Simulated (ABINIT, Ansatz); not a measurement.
# TlGa (Fm-3m): phonons by linear response

How does TlGa (Fm-3m) vibrate, and is this structure a minimum?

Method: DFT LDA, scalar-relativistic, plane waves, HGH norm-conserving pseudopotentials, in ABINIT 10.8.3.

The structure was built from a prototype and need not be the compound's stable phase.

## 1. The starting structure

It takes space group Fm-3m (No. 225, cubic). The conventional cell has a = 5.727 Å, b = 5.727 Å, c = 5.727 Å, α = 90.00°, β = 90.00°, γ = 90.00°. Nearest to Tl lie 6 Ga at 2.86 Å. Ga has 6 Tl at 2.86 Å nearest. Farther neighbours are not listed.

## 2. Relaxing the cell and atoms

The harmonic expansion needs vanishing forces, and a free crystal bears no stress, so cell and atoms are brought to rest. Stress is more sensitive to the basis than forces are: the last 3 Ha under the cutoff are smoothed with ecutsm, and the cutoff is raised above that of the later runs.

The starting cell comes from a relaxation made beforehand in Ansatz (LDA, PseudoDojo NC).

relax.abi

```
# relaxation
ionmov 2
optcell 2
dilatmx 1.08
ntime 40
tolmxf 1.0d-05
tolvrs 1.0d-14
prtwf 0
prtden 0
chksymtnons 0

# basis, mesh and filling
ecut 26.0
ecutsm 3.0
ixc 7
ngkpt 10 10 10
nshiftk 1
shiftk 0.0 0.0 0.0
istwfk *1
occopt 7
tsmear 0.01
nband 8
nstep 100
diemac 1000000.0
prtebands 0
prtgsr 0
useylm 1

# cell and atoms
acell 3*1.0 Angstrom
rprim 
    0.0 2.863304752 2.863304752
    2.863304752 0.0 2.863304752
    2.863304752 2.863304752 0.0
ntypat 2
znucl 81 31
natom 2
typat 1 2
xred 
    0.0 0.0 0.0
    0.5 0.5 0.5
pp_dirpath "./pseudo"
pseudos "Tl.hgh, Ga.hgh"
```

The run is started by

```
OMP_NUM_THREADS=1 mpirun -n 4 abinit relax.abi > relax.log
```

Numbers of over 12 decimals in the logs are rounded to 6 here.

relax.abo, the main output file:

```text
[banners, grids, parts of the stress and lines that vanish by symmetry left out]
- input  file    -> relax.abi
- output file    -> relax.abo
- root for input  files -> relaxi
[...]
Symmetries : space group Fm -3 m (#225); Bravais cF (face-center cubic)
[...]
mpw =        2565          nfft =       64000          nkpt =          47
[...]
== DATASET  1 ==================================================================
[...]
cutoff_energies: {ecut:  26.0, pawecutdg:  -1.0, }
[...]
Exchange-correlation functional for the present dataset will be:
  LDA: Perdew-Wang 92 LSD fit to Ceperley-Alder data - ixc=7
[...]
ETOT  1  -4.406571    -4.407E+00 1.092E-02 9.003E+01
 ETOT  2  -4.417862    -1.129E-02 9.043E-04 3.769E+00
 ETOT  3  -4.418148    -2.854E-04 1.549E-03 3.191E-02
 ETOT  4  -4.418150    -2.487E-06 1.227E-04 2.135E-04
 ETOT  5  -4.418150    -1.376E-08 9.444E-05 6.643E-06
[...]
At SCF step    9       vres2   =  4.88E-15 < tolvrs=  1.00E-14 =>converged.
[...]
sigma(1 1)=  1.20780047E-04  sigma(3 2)=  0.00000000E+00
  sigma(2 2)=  1.20780047E-04  sigma(3 1)=  0.00000000E+00
  sigma(3 3)=  1.20780047E-04  sigma(2 1)=  0.00000000E+00
[...]
convergence: {deltae:  2.665E-14, res2:  4.880E-15, residm:  1.232E-07, diffor: null, }
etotal    :  -4.41815026E+00
[...]
ETOT  1  -4.418543    -4.419E+00 3.058E-06 8.761E-03
[...]
At SCF step    7       vres2   =  4.15E-15 < tolvrs=  1.00E-14 =>converged.
[...]
sigma(1 1)=  1.08548692E-04  sigma(3 2)=  0.00000000E+00
  sigma(2 2)=  1.08548692E-04  sigma(3 1)=  0.00000000E+00
  sigma(3 3)=  1.08548692E-04  sigma(2 1)=  0.00000000E+00
[...]
convergence: {deltae:  4.441E-14, res2:  4.155E-15, residm:  2.891E-11, diffor: null, }
etotal    :  -4.41854399E+00
[...]
ETOT  1  -4.419807    -4.420E+00 6.872E-03 5.269E-01
[...]
At SCF step    8       vres2   =  3.34E-16 < tolvrs=  1.00E-14 =>converged.
[...]
sigma(1 1)= -2.07473094E-05  sigma(3 2)=  0.00000000E+00
  sigma(2 2)= -2.07473094E-05  sigma(3 1)=  0.00000000E+00
  sigma(3 3)= -2.07473094E-05  sigma(2 1)=  0.00000000E+00
[...]
convergence: {deltae: -4.086E-14, res2:  3.342E-16, residm:  3.236E-12, diffor: null, }
etotal    :  -4.41985754E+00
[...]
ETOT  1  -4.419891    -4.420E+00 2.297E-07 1.262E-02
[...]
At SCF step    7       vres2   =  5.18E-15 < tolvrs=  1.00E-14 =>converged.
[...]
sigma(1 1)=  2.27507942E-06  sigma(3 2)=  0.00000000E+00
  sigma(2 2)=  2.27507942E-06  sigma(3 1)=  0.00000000E+00
  sigma(3 3)=  2.27507942E-06  sigma(2 1)=  0.00000000E+00
[...]
convergence: {deltae: -5.773E-14, res2:  5.177E-15, residm:  7.786E-13, diffor: null, }
etotal    :  -4.41989268E+00
[...]
ETOT  1  -4.419893    -4.420E+00 6.974E-09 1.248E-04
[...]
ETOT  6  -4.419893     2.665E-15 8.378E-06 1.716E-14
 ETOT  7  -4.419893     4.885E-14 3.977E-07 4.661E-17
 At SCF step    7       vres2   =  4.66E-17 < tolvrs=  1.00E-14 =>converged.
[...]
sigma(1 1)=  3.44449631E-08  sigma(3 2)=  0.00000000E+00
  sigma(2 2)=  3.44449631E-08  sigma(3 1)=  0.00000000E+00
  sigma(3 3)=  3.44449631E-08  sigma(2 1)=  0.00000000E+00
[...]
convergence: {deltae:  4.885E-14, res2:  4.661E-17, residm:  3.977E-07, diffor: null, }
etotal    :  -4.41989312E+00
[...]
At Broyd/MD step   5, gradients are converged :
[...]
sigma(1 1)=  3.44449631E-08  sigma(3 2)=  0.00000000E+00
  sigma(2 2)=  3.44449631E-08  sigma(3 1)=  0.00000000E+00
  sigma(3 3)=  3.44449631E-08  sigma(2 1)=  0.00000000E+00
[...]
- sigma(1 1)=  1.01340580E-03  sigma(3 2)=  0.00000000E+00
- sigma(2 2)=  1.01340580E-03  sigma(3 1)=  0.00000000E+00
- sigma(3 3)=  1.01340580E-03  sigma(2 1)=  0.00000000E+00
[...]
fcart     -0.0000000000E+00 -0.0000000000E+00 -0.0000000000E+00
           strten      3.4444963141E-08  3.4444963141E-08  3.4444963140E-08
================================================================================

[key lines of the parts left out:]
pressure_GPa:  -1.0134E-03
Total energy (etotal) [Ha]= -4.41989312387219E+00
```

Elapsed: 30 s, on 4 MPI ranks of Arm Neoverse V1, shared host; 2 min of CPU time.

Relaxation path:

```
step  energy less that of the first step (eV)  largest force (eV/Å)  volume (Å³)
   1                                   0.0000                0.0000        46.95
   2                                  -0.0107                0.0000        46.44
   3                                  -0.0465                0.0000        42.50
   4                                  -0.0474                0.0000        43.07
   5                                  -0.0474                0.0000        43.02
```

```
conventional cell, symmetrised  before  after  change
                         a (Å)   5.727  5.562  -2.9 %
                         b (Å)   5.727  5.562  -2.9 %
                         c (Å)   5.727  5.562  -2.9 %
              volume (Å³/atom)   23.47  21.51  -8.4 %
```

Final coordinates:

```cif
data_structure
_symmetry_space_group_name_H-M 'P 1'
_symmetry_Int_Tables_number 1
_cell_length_a 3.9329
_cell_length_b 3.9329
_cell_length_c 3.9329
_cell_angle_alpha 60.000
_cell_angle_beta 60.000
_cell_angle_gamma 60.000
_cell_volume 43.02
loop_
_atom_site_label
_atom_site_type_symbol
_atom_site_fract_x
_atom_site_fract_y
_atom_site_fract_z
_atom_site_occupancy
Tl1 Tl 0.00000 0.00000 0.00000 1
Ga2 Ga 0.50000 0.50000 0.50000 1
```

Read from the output:

```yaml
volume_per_atom: 21.51 Å³
pressure: -0.001013 GPa
gap_on_the_k_mesh: 0 eV
```

The volume changes by -8.4 % from the cell with which this run began.

## 3. Ground state

The response is built on these wavefunctions, so the potential is converged far more tightly than an energy would need. Occupations are smeared.

gs.abi

```
# ground state
tolvrs 1.0d-16
prtden 1
prtwf 1

# basis, mesh and filling
ecut 20.0
ixc 7
ngkpt 12 12 12
nshiftk 1
shiftk 0.0 0.0 0.0
istwfk *1
occopt 7
tsmear 0.01
nband 8
nstep 100
diemac 1000000.0
prtebands 0
prtgsr 0
useylm 1

# cell and atoms
acell 3*1.0 Angstrom
rprim 
    0.0 2.780973016 2.780973016
    2.780973016 0.0 2.780973016
    2.780973016 2.780973016 0.0
ntypat 2
znucl 81 31
natom 2
typat 1 2
xred 
    0.0 0.0 0.0
    0.5 0.5 0.5
pp_dirpath "./pseudo"
pseudos "Tl.hgh, Ga.hgh"
```

The run is started by

```
OMP_NUM_THREADS=1 mpirun -n 4 abinit gs.abi > gs.log
```

gs.abo, the main output file:

```text
[banners, grids, parts of the stress and lines that vanish by symmetry left out]
- input  file    -> gs.abi
- output file    -> gs.abo
- root for input  files -> gsi
[...]
Symmetries : space group Fm -3 m (#225); Bravais cF (face-center cubic)
[...]
mpw =        1258          nfft =       27000          nkpt =          72
[...]
== DATASET  1 ==================================================================
[...]
cutoff_energies: {ecut:  20.0, pawecutdg:  -1.0, }
[...]
Exchange-correlation functional for the present dataset will be:
  LDA: Perdew-Wang 92 LSD fit to Ceperley-Alder data - ixc=7
[...]
ETOT  1  -4.409991    -4.410E+00 1.777E-02 3.322E+01
 ETOT  2  -4.419796    -9.805E-03 1.738E-03 1.269E+00
 ETOT  3  -4.419997    -2.011E-04 2.758E-04 1.223E-02
 ETOT  4  -4.419999    -2.007E-06 2.200E-04 5.618E-05
 ETOT  5  -4.419999    -8.545E-09 2.577E-05 1.475E-06
[...]
ETOT  9  -4.419999    -6.395E-14 4.214E-07 6.986E-16
 ETOT 10  -4.419999     6.306E-14 1.818E-07 3.045E-18
 At SCF step   10       vres2   =  3.04E-18 < tolvrs=  1.00E-16 =>converged.
[...]
sigma(1 1)=  5.08845441E-06  sigma(3 2)=  0.00000000E+00
  sigma(2 2)=  5.08845441E-06  sigma(3 1)=  0.00000000E+00
  sigma(3 3)=  5.08845441E-06  sigma(2 1)=  0.00000000E+00
[...]
convergence: {deltae:  6.306E-14, res2:  3.045E-18, residm:  1.818E-07, diffor: null, }
etotal    :  -4.41999898E+00
[...]
sigma(1 1)=  5.08845441E-06  sigma(3 2)=  0.00000000E+00
  sigma(2 2)=  5.08845441E-06  sigma(3 1)=  0.00000000E+00
  sigma(3 3)=  5.08845441E-06  sigma(2 1)=  0.00000000E+00
[...]
- sigma(1 1)=  1.49707497E-01  sigma(3 2)=  0.00000000E+00
- sigma(2 2)=  1.49707497E-01  sigma(3 1)=  0.00000000E+00
- sigma(3 3)=  1.49707497E-01  sigma(2 1)=  0.00000000E+00
[...]
fcart     -0.0000000000E+00 -0.0000000000E+00 -0.0000000000E+00
           strten      5.0884544059E-06  5.0884544059E-06  5.0884544059E-06
================================================================================

[key lines of the parts left out:]
pressure_GPa:  -1.4971E-01
```

Elapsed: 6.1 s, on 4 MPI ranks.

This step gave:

* pressure: -0.1497 GPa

The cell stands at -0.15 GPa: the relaxation ran with a smoothed and higher cutoff and on another k mesh.

## 4. Zone-centre response

At q = 0 one unit cell holds all displacements. The response is solved for single atoms along the cell's directions, and symmetry skips those that follow from others. The crystal is treated as a metal, which screens a static field, so no field response is asked.

dfpt_gamma.abi

```

# common to the responses
getwfk_filepath "gso_WFK"
kptopt 2
nqpt 1
qpt 0.0 0.0 0.0
asr 0
chneut 0

# displacements
rfphon 1
rfatpol 1 2
rfdir 1 1 1
tolvrs 1.0d-10
prtwf 0
prtpot 1

# basis, mesh and filling
ecut 20.0
ixc 7
ngkpt 12 12 12
nshiftk 1
shiftk 0.0 0.0 0.0
istwfk *1
occopt 7
tsmear 0.01
nband 8
nstep 100
diemac 1000000.0
prtebands 0
prtgsr 0
useylm 1

# cell and atoms
acell 3*1.0 Angstrom
rprim 
    0.0 2.780973016 2.780973016
    2.780973016 0.0 2.780973016
    2.780973016 2.780973016 0.0
ntypat 2
znucl 81 31
natom 2
typat 1 2
xred 
    0.0 0.0 0.0
    0.5 0.5 0.5
pp_dirpath "./pseudo"
pseudos "Tl.hgh, Ga.hgh"
```

The run is started by

```
OMP_NUM_THREADS=1 mpirun -n 4 abinit dfpt_gamma.abi > dfpt_gamma.log
```

dfpt_gamma.abo, the main output file:

```text
[banners, grids, parts of the stress and lines that vanish by symmetry left out]
- input  file    -> dfpt_gamma.abi
- output file    -> dfpt_gamma.abo
- root for input  files -> dfpt_gammai
- root for output files -> dfpt_gammao

 Symmetries : space group Fm -3 m (#225); Bravais cF (face-center cubic)
================================================================================
 Values of the parameters that define the memory need of the present run (RF).
     intxc =       0      iscf =       7    lmnmax =      14     lnmax =       6
     mgfft =      30  mpssoang =       3    mqgrid =    3001     natom =       2
  nloc_mem =       1    nspden =       1   nspinor =       1    nsppol =       1
      nsym =      48    n1xccc =       0    ntypat =       2    occopt =       7
   xclevel =       1
-    mband =           8        mffmem =           1         mkmem =         217
-   mkqmem =         217        mk1mem =         217           mpw =        1258
      nfft =       27000          nkpt =         868
- my_mband =           8
================================================================================
================================================================================

--------------------------------------------------------------------------------
------------- Echo of variables that govern the present computation ------------
--------------------------------------------------------------------------------
-
- outvars: echo of selected default values
-   iomode0 =  0 , fftalg0 =312 , wfoptalg0 =  0
-
- outvars: echo of global parameters not present in the input file
-  max_nthreads =    1
-
 -outvars: echo values of preprocessed input variables
 [... echo left out ...]
================================================================================

 chkinp: Checking input parameters for consistency.

[...]
== DATASET  1 ==================================================================
-   mpi_nproc: 4, omp_nthreads: 1 (-1 if OMP is not activated)

--- !DatasetInfo
iteration_state: {dtset: 1, }
dimensions: {natom: 2, nkpt: 868, mband: 8, nsppol: 1, nspinor: 1, nspden: 1, mpw: 1258, }
cutoff_energies: {ecut:  20.0, pawecutdg:  -1.0, }
electrons: {nelect:   6.00000000E+00, charge:   0.00000000E+00, occopt:   7.00000000E+00, tsmear:   1.00000000E-02, }
meta: {optdriver: 1, rfphon: 1, }
...

 mkfilename: getwfk from: gso_WFK

 Exchange-correlation functional for the present dataset will be:
  LDA: Perdew-Wang 92 LSD fit to Ceperley-Alder data - ixc=7
 Citation for XC functional:
  J.P.Perdew and Y.Wang, PRB 45, 13244 (1992)

 Real(R)+Recip(G) space primitive vectors, cartesian coordinates (Bohr,Bohr^-1):
 R(1)=  0.0000000  5.2552774  5.2552774  G(1)= -0.0951425  0.0951425  0.0951425
 R(2)=  5.2552774  0.0000000  5.2552774  G(2)=  0.0951425 -0.0951425  0.0951425
 R(3)=  5.2552774  5.2552774  0.0000000  G(3)=  0.0951425  0.0951425 -0.0951425
 Unit cell volume ucvol=  2.9027987E+02 bohr^3
 Angles (23,13,12)=  6.00000000E+01  6.00000000E+01  6.00000000E+01 degrees
 setup1 : take into account q-point for computing boxcut.

 getcut: wavevector=  0.0000  0.0000  0.0000  ngfft=  30  30  30
         ecut(hartree)=     20.000   => boxcut(ratio)=   2.00730

--- Pseudopotential description ------------------------------------------------
- pspini: atom type   1  psp file is ./pseudo/Tl.hgh

- pspini: atom type   2  psp file is ./pseudo/Ga.hgh

   5.11540293E+01                                ecore*ucvol(ha*bohr**3)
--------------------------------------------------------------------------------

 ==>  initialize data related to q vector <==

 The list of irreducible perturbations for this q vector is:
    1)    idir= 1    ipert=   1
    2)    idir= 1    ipert=   2

[...]
The perturbation idir=   2  ipert=   1 is
 symmetric of a previously calculated perturbation.
 So, its SCF calculation is not needed.

 The perturbation idir=   3  ipert=   1 is
 symmetric of a previously calculated perturbation.
 So, its SCF calculation is not needed.

 The perturbation idir=   2  ipert=   2 is
 symmetric of a previously calculated perturbation.
 So, its SCF calculation is not needed.

 The perturbation idir=   3  ipert=   2 is
 symmetric of a previously calculated perturbation.
 So, its SCF calculation is not needed.

--------------------------------------------------------------------------------
 Perturbation wavevector (in red.coord.)   0.000000  0.000000  0.000000
 Perturbation : displacement of atom   1   along direction   1
 Found     4 symmetries that leave the perturbation invariant.

[...]
dfpt_looppert : total number of electrons, from k and k+q
  fully or partially occupied states are    6.000000E+00 and    6.000000E+00.
 Initialisation of the first-order wave-functions :
  ireadwf=   0

--- !BeginCycle
iteration_state: {dtset: 1, }
solver: {iscf: 7, nstep: 100, nline: 4, wfoptalg: 0, }
tolerances: {tolvrs: 1.00E-10, }
...

     iter   2DEtotal(Ha)        deltaE(Ha) residm    vres2
-ETOT  1   2.951431     -2.463E+01 1.737E-01 3.020E+03
 ETOT  2   1.594809     -1.357E+00 4.309E-03 6.595E+01
 ETOT  3   1.567462     -2.735E-02 4.364E-04 2.495E-01
 ETOT  4   1.567341     -1.216E-04 7.326E-06 2.010E-04
 ETOT  5   1.567341     -7.051E-08 2.498E-07 7.484E-07
[...]
At SCF step    8       vres2   =  8.24E-13 < tolvrs=  1.00E-10 =>converged.
[...]
Mean square residual over all n,k,spin=   82.177E-16; max=  12.942E-12

 Thirteen components of 2nd-order total energy (hartree) are
 1,2,3: 0th-order hamiltonian combined with 1st-order wavefunctions
     kin0=   3.04180363E+01 eigvalue=   5.66800399E-01  local=  -1.58661512E+01
 4,5,6: 1st-order hamiltonian combined with 1st and 0th-order wfs
 loc psp =   6.61527777E+00  Hartree=   3.69976474E+00     xc=  -3.10109918E+00
 note that "loc psp" includes a xc core correction that could be resolved
 7,8,9: eventually, occupation + non-local contributions
    edocc=   4.10291134E+00     enl0=   6.19034429E+00   enl1=  -5.86364911E+01
 1-9 gives the relaxation energy (to be shifted if some occ is /=2.0)
   erelax=  -2.60106066E+01
 10,11,12 Non-relaxation  contributions : frozen-wavefunctions and Ewald
 fr.local=  -1.04845591E+01 fr.nonlo=   3.08889339E+01  Ewald=   7.17357225E+00
 13,14 Frozen wf xc core corrections (1) and (2)
 frxc 1  =   0.00000000E+00  frxc 2 =   0.00000000E+00
 Resulting in :
 2DEtotal=    0.1567340519E+01 Ha. Also 2DEtotal=    0.426495082441E+02 eV
    (2DErelax=   -2.6010606598E+01 Ha. 2DEnonrelax=    2.7577947117E+01 Ha)
    (  non-var. 2DEtotal :    1.5673404739E+00 Ha)

[...]
Perturbation wavevector (in red.coord.)   0.000000  0.000000  0.000000
 Perturbation : displacement of atom   2   along direction   1
 Found     4 symmetries that leave the perturbation invariant.

--------------------------------------------------------------------------------

--------------------------------------------------------------------------------

 dfpt_looppert : total number of electrons, from k and k+q
  fully or partially occupied states are    6.000000E+00 and    6.000000E+00.
 Initialisation of the first-order wave-functions :
  ireadwf=   0

--- !BeginCycle
iteration_state: {dtset: 1, }
solver: {iscf: 7, nstep: 100, nline: 4, wfoptalg: 0, }
tolerances: {tolvrs: 1.00E-10, }
...

     iter   2DEtotal(Ha)        deltaE(Ha) residm    vres2
-ETOT  1   4.543391     -3.921E+01 3.626E-01 5.793E+03
[...]
ETOT  7   1.567299     -3.264E-11 4.791E-10 2.469E-10
 ETOT  8   1.567299     -4.974E-14 2.513E-11 2.811E-13

 At SCF step    8       vres2   =  2.81E-13 < tolvrs=  1.00E-10 =>converged.
[...]
Mean square residual over all n,k,spin=   15.121E-15; max=  25.129E-12

 Thirteen components of 2nd-order total energy (hartree) are
 1,2,3: 0th-order hamiltonian combined with 1st-order wavefunctions
     kin0=   4.43416604E+01 eigvalue=   1.13211190E-01  local=  -1.90943065E+01
 4,5,6: 1st-order hamiltonian combined with 1st and 0th-order wfs
 loc psp =  -1.05989806E+01  Hartree=   6.19546652E+00     xc=  -4.24531206E+00
 note that "loc psp" includes a xc core correction that could be resolved
 7,8,9: eventually, occupation + non-local contributions
    edocc=   4.41903995E+00     enl0=   1.04574815E+01   enl1=  -7.37755016E+01
 1-9 gives the relaxation energy (to be shifted if some occ is /=2.0)
   erelax=  -4.21872411E+01
 10,11,12 Non-relaxation  contributions : frozen-wavefunctions and Ewald
 fr.local=  -2.07443279E+00 fr.nonlo=   3.86554007E+01  Ewald=   7.17357225E+00
 13,14 Frozen wf xc core corrections (1) and (2)
 frxc 1  =   0.00000000E+00  frxc 2 =   0.00000000E+00
 Resulting in :
 2DEtotal=    0.1567299104E+01 Ha. Also 2DEtotal=    0.426483812749E+02 eV
    (2DErelax=   -4.2187241090E+01 Ha. 2DEnonrelax=    4.3754540194E+01 Ha)
    (  non-var. 2DEtotal :    1.5672991232E+00 Ha)

[...]
---- first-order wavefunction calculations are completed ----

 ==> Compute Derivative Database <==

 [... matrices left out ...]
  Phonon wavevector (reduced coordinates) :  0.00000  0.00000  0.00000
 Phonon energies in Hartree :
   6.518977E-07  6.518991E-07  6.519034E-07  5.471863E-04  5.471863E-04
   5.471863E-04
 Phonon frequencies in cm-1    :
-  1.430750E-01  1.430753E-01  1.430762E-01  1.200935E+02  1.200935E+02
-  1.200935E+02

== END DATASET(S) ==============================================================
================================================================================

 -outvars: echo values of variables after computation
            acell      1.8897261259E+00  1.8897261259E+00  1.8897261259E+00 Bohr
           etotal      1.5672991037E+00
            fcart      0.0000000000E+00  0.0000000000E+00  0.0000000000E+00
           strten      0.0000000000E+00  0.0000000000E+00  0.0000000000E+00
================================================================================
```

It took 34 s on 4 MPI ranks.

This step gave:

```
largest acoustic frequency at the zone centre before the sum rule : 0.14 cm⁻¹
highest optical zone-centre mode (no LO-TO term)                  : 120.1 cm⁻¹
lowest optical zone-centre mode                                   : 120.1 cm⁻¹
```

The acoustic modes at Γ come out as far as 0.1 cm⁻¹ from zero, where they should vanish, a small numerical error.

[end of part 1 of 3]

[Host names and launcher messages were left out of these logs when they were recorded.]

[Logs are printed without paths, hosts, clocks, repeated set-up lines and the standing remarks that a program may print on its own settings, such as how far it seeks lower states.]

[Hosts, paths, dates, database ids (printed as entryN), source tags and the programs' standing remarks are cut or masked in the printed files.]
